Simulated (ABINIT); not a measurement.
An input for ABINIT 10.8.3 (CsPbCl3 (Pm-3m)):

```
acell 3*1.0 Angstrom
rprim 
  5.605000000000 0.000000000000 0.000000000000
  0.000000000000 5.605000000000 0.000000000000
  0.000000000000 0.000000000000 5.605000000000
ntypat 3
znucl 55 82 17
natom 5
typat 1 2 3 3 3
xred 
  0.000000000000 0.000000000000 0.000000000000
  0.500000000000 0.500000000000 0.500000000000
  0.500000000000 0.500000000000 0.000000000000
  0.000000000000 0.500000000000 0.500000000000
  0.500000000000 0.000000000000 0.500000000000
pp_dirpath "pseudos"
pseudos "Cs.upf, Pb.upf, Cl.upf"
ecut 25
ngkpt 2 2 2
nshiftk 1
shiftk 0 0 0
kptopt 1
chksymbreak 0
istwfk *1
occopt 1
irdwfk 1
optdriver 3
nband 266
ecuteps 5.6
inclvkb 2
awtr 1
symchi 1
indata_prefix "in"
outdata_prefix "out"
tmpdata_prefix "tmp"
```

```sh
OMP_NUM_THREADS=1 mpirun -n 8 abinit run.abi > log
```

Q: Estimate wall time and host memory on 8 MPI ranks of Intel Xeon 6975P-C (Granite Rapids), shared host.

It took 70 s; on shared hardware allow 35 s to 2.3 min. Peak host memory was 2.7 GiB.

[Paths, hosts, dates, memory and timing lines, banners, echoed tables and standing remarks are left out of the program output.]

[Logs are printed without paths, hosts, clocks, repeated set-up lines and the standing remarks that a program may print on its own settings, such as how far it seeks lower states.]

[Runs of the session that timed out or met a known fault of the program may be left out.]

[Hosts, paths, dates, database ids (printed as entryN), source tags and the programs' standing remarks are cut or masked in the printed files.]

[G0W0 gaps are taken among the corrected bands and points alone; a level outside them can change the order at an edge.]

[Where Ansatz stands beside ABINIT at settings called matched, ABINIT's density can come from a denser mesh and the files from another edition; pairs whose starting gaps differed by over 0.03 eV were left out, so agreement reads better than it is.]
